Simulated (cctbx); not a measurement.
**Finding the light atoms**

Cell a = 12.6580 Å, b = 7.2870 Å, c = 7.2430 Å, α = 90.00°, β = 124.38°, γ = 90.00°; space group C2/m (no. 12); content Ni6 Fe2 S16 Li6. The heavier atoms are placed; Li is still missing.

Simulated single-crystal data (cctbx): Mo Kα, λ = 0.71073 Å, to d = 0.77 Å, 50 % of the full sphere, strongest reflection 70000 counts, noise from counting, a 2 % proportional error and a noise floor of 2 counts (s.d.); no absorption.

Refinement without Li (map in e/Å³):

```text
Rint 0.015, 620 unique reflections to 0.77 A
cycle     R1     wR2    GooF  max shift (A)
   1  0.1225  0.2976   8.511   0.03280
   2  0.0690  0.1520   4.346   0.00006
final R1 0.0690 wR2 0.1520 GooF 4.346  parameters 13  data/parameter 47.7
atom        x        y        z      Ueq    occ   su(xyz)  su(Uiso or U11)
Ni1    0.00000  0.00000  0.00000   0.0083  1.000  0.00000  0.0004
Ni2    0.75000  0.75000  0.00000   0.0098  1.000  0.00000  0.0004
Fe1    0.00000  0.50000  0.00000   0.0140  1.000  0.00000  0.0005
S1     0.99862  0.76537  0.77785   0.0148  1.000  0.00025  0.0004
S2     0.76766  0.50000  0.78099   0.0112  1.000  0.00031  0.0005
S3     0.77694  0.00000  0.79143   0.0153  1.000  0.00034  0.0005
difference map: max 6.30 min -0.72 rms 0.30
Q1    0.2500  0.2500  0.5000    4    6.30  2.61 A from S1
Q2    0.0000  0.0000  0.5000    2    5.91  2.65 A from S1
Q3    0.0000  0.0000  0.0000    2    1.72  0.00 A from Ni1
Q4    0.0114  0.2128  0.2704    8    1.64  0.34 A from S1
Q5    0.2409  0.3051  0.0041    8    1.49  0.42 A from Ni2
Q6    0.2328  0.5000  0.2580    4    1.44  0.28 A from S2
Q7    0.0308  0.5000  0.0094    4    0.99  0.36 A from Fe1
Q8    0.2305  0.0000  0.2429    4    0.94  0.21 A from S3
```

Simulated single-crystal data (cctbx): neutrons of λ = 0.95 Å, to d = 0.8 Å, 50 % of the full sphere, strongest reflection 5000 counts, noise from counting, a 2 % proportional error and a noise floor of 2 counts (s.d.); no absorption.

Refinement without Li (map in fm/Å³; only maxima are listed):

```text
Rint 0.023, 551 unique reflections to 0.80 A
cycle     R1     wR2    GooF  max shift (A)
   1  0.1672  0.3160   7.103   0.01853
   3  0.1580  0.2775   6.236   0.00005
final R1 0.1580 wR2 0.2775 GooF 6.236  parameters 13  data/parameter 42.4
atom        x        y        z      Ueq    occ   su(xyz)  su(Uiso or U11)
Ni1    0.00000  0.00000  0.00000   0.0096  1.000  0.00000  0.0009
Ni2    0.75000  0.75000  0.00000   0.0112  1.000  0.00000  0.0008
Fe1    0.00000  0.50000  0.00000   0.0157  1.000  0.00000  0.0011
S1     0.99754  0.76239  0.77443   0.0143  1.000  0.00117  0.0013
S2     0.76556  0.50000  0.77673   0.0096  1.000  0.00147  0.0017
S3     0.77525  0.00000  0.79018   0.0160  1.000  0.00163  0.0020
difference map: max 2.70 min -10.01 rms 0.42
Q1    0.0000  0.0000  0.0000    2    2.70  0.00 A from Ni1
Q2    0.2500  0.2500  0.0000    4    2.37  0.00 A from Ni2
Q3    0.0000  0.5000  0.0000    2    1.37  0.00 A from Fe1
Q4    0.2344  0.3500  0.5000    8    1.13  2.16 A from S3
Q5    0.9997  0.2172  0.1780    8    1.02  0.36 A from S1
Q6    0.2169  0.2404  0.3652    8    1.00  2.11 A from S3
Q7    0.1953  0.2961  0.5051    8    0.92  2.16 A from S1
Q8    0.0000  0.1066  0.5000    4    0.90  2.22 A from S1
```

**Question.** Where is Li, and which data fix it better?

Li sits at (3/4, 3/4, 1/2) and (0, 0, 1/2). Adding it takes R1 from 0.069 to 0.024 with X-rays and from 0.158 to 0.027 with neutrons. Symmetry fixes its coordinates; the s.u. of its U is 0.0018 Å² with X-rays and 0.0010 Å² with neutrons. In the X-ray map Q1 and Q2 mark it. No listed neutron peak is on it. Natural Li has a negative scattering length, so it shows as a hole in the neutron map (minimum -10.0), not among the maxima.

Final neutron refinement:

```text
Rint 0.023, 551 unique reflections to 0.80 A
cycle     R1     wR2    GooF  max shift (A)
   1  0.0925  0.1828   4.116   0.03037
   2  0.0267  0.0570   1.283   0.00027
final R1 0.0267 wR2 0.0570 GooF 1.283  parameters 15  data/parameter 36.7
atom        x        y        z      Ueq    occ   su(xyz)  su(Uiso or U11)
Ni1    0.00000  0.00000  0.00000   0.0095  1.000  0.00000  0.0002
Ni2    0.75000  0.75000  0.00000   0.0112  1.000  0.00000  0.0002
Fe1    0.00000  0.50000  0.00000   0.0154  1.000  0.00000  0.0002
S1     0.99813  0.76548  0.77640   0.0159  1.000  0.00023  0.0003
S2     0.76715  0.50000  0.78036   0.0128  1.000  0.00032  0.0004
S3     0.77670  0.00000  0.79115   0.0175  1.000  0.00034  0.0004
Li1    0.75000  0.75000  0.50000   0.0186  1.000  0.00000  0.0006
Li2    0.00000  0.00000  0.50000   0.0244  1.000  0.00000  0.0010
difference map: max 0.64 min -0.53 rms 0.08
Q1    0.2534  0.1851  0.9885    8    0.71  0.49 A from Ni2
Q2    0.0289  0.0000  0.0965    4    0.36  0.58 A from Ni1
Q3    0.2332  0.1846  0.4751    8    0.34  0.51 A from Li1
Q4    0.1164  0.5000  0.2600    4    0.31  1.61 A from Fe1
Q5    0.1146  0.0000  0.7700    4    0.27  1.65 A from Li2
Q6    0.9958  0.2654  0.1543    8    0.26  0.51 A from S1
```

The model is made up (kin elements in a known structure type, no relaxation), so it says nothing on whether the phase exists.

[Middle refinement cycles are left out of these outputs.]

[Logs are printed without paths, hosts, clocks, repeated set-up lines and the standing remarks that a program may print on its own settings, such as how far it seeks lower states.]
